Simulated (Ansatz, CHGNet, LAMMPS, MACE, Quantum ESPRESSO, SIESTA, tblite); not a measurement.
## Zn2+ BF4- in dimethoxyethane and tetrahydrofuran at 480 K (85 atoms): runs against a plane-wave reference

Density of this cell: 1.08 g/cm³. The cell holds 85 atoms: 20 C, 8 O, 46 H, 2 B, 8 F and 1 Zn. Cell: a = 10.026 Å, b = 10.026 Å, c = 10.026 Å, α = 90.0°, β = 90.0°, γ = 90.0°. 3 dimethoxyethane, 2 tetrahydrofuran, 1 Zn2+, 2 BF4- placed at random, at 1.08 g/cm³; overlaps pushed apart, then 10 ps at 550 K with stiff harmonic cages for PF6 and BF4 with UFF radii; divalent ions of Li, Roberts, Chakravorty and Merz (J. Chem. Theory Comput. 9, 2733 (2013)); MMFF94 bonds, angles, torsions, charges and radii (Halgren, J. Comput. Chem. 17, 490 (1996)) in harmonic and 12-6 forms; charges of ions scaled by 0.8. Snapshot after 30 ps at 480 K and fixed volume.

Geometry: as built.

The reference, a calculation:

```
method                                           : Kohn-Sham DFT, PBE, SSSP efficiency 1.3.0 pseudopotentials, plane waves (Quantum ESPRESSO 7.5); sssp-pbe-1.3.0-efficiency, cutoffs 60/480 Ry, Γ point
r.m.s. force component                           : 1.132 eV/Å
longest force                                    : 4.736 eV/Å
pressure                                         : 2.852 GPa
gap (highest filled to lowest empty level) : 4.052 eV
time                                             : 95 s on 2 MPI ranks of Arm Neoverse V2, shared host
CPU time                                         : 3.2 min
```

Runs, in no order:
A. tblite GFN1-xTB: GFN1-xTB tight binding, diagonalisation
B. MACE MP-0b3 medium potential: machine-learned interatomic potential MACE MP-0b3 medium, trained on PBE(+U) plane-wave data
C. SIESTA PBE, SZP, shift 0.01 Ry, mesh 500 Ry: Kohn-Sham DFT, PBE, PseudoDojo 0.4.1 norm-conserving pseudopotentials (converted to PSML), numerical atomic orbitals (SZP), diagonalisation
D. QE PBE+D3(BJ), sssp-1.3.0-efficiency, 60/480 Ry: Kohn-Sham DFT, PBE+D3(BJ), SSSP efficiency 1.3.0 pseudopotentials, plane waves
E. SIESTA PBE, DZ, shift 0.01 Ry, mesh 500 Ry: Kohn-Sham DFT, PBE, PseudoDojo 0.4.1 norm-conserving pseudopotentials (converted to PSML), numerical atomic orbitals (DZ), diagonalisation

Q: Order them from the smallest to the largest r.m.s. force difference.

D, B, A, E, C.

```
                                               run  Δ force, r.m.s. (meV/Å)  share of r.m.s. force (%)  CPU time
D. QE PBE+D3(BJ), sssp-1.3.0-efficiency, 60/480 Ry                     6.64                      0.587   3.2 min
                   B. MACE MP-0b3 medium potential                      165                       14.6     7.2 s
                                A. tblite GFN1-xTB                      299                       26.4     2.2 s
     E. SIESTA PBE, DZ, shift 0.01 Ry, mesh 500 Ry                      458                       40.5      71 s
    C. SIESTA PBE, SZP, shift 0.01 Ry, mesh 500 Ry                     1114                       98.4   2.2 min
```

Periodic xTB results under one method name differ between programs and library versions. Machine-learned potentials mimic data converged in k, so the reference's own k-point error enters their differences. The network of contacts between molecules at the start is that of the classical potential that made the cell, and needn't be the one that DFT or experiment would give. The electronic-structure runs sample only Γ, in a cell whose shortest periodic width is 10 Å.

[Logs are printed without paths, hosts, clocks, repeated set-up lines and the standing remarks that a program may print on its own settings, such as how far it seeks lower states.]

[Hosts, paths, dates, database ids (printed as entryN), source tags and the programs' standing remarks are cut or masked in the printed files.]

[The MMFF94 radii named for the starting cell were scaled by 0.96; in molecules described by MMFF94, hydrogen bound to N, O or S took a small fixed 12-6 site in their place.]
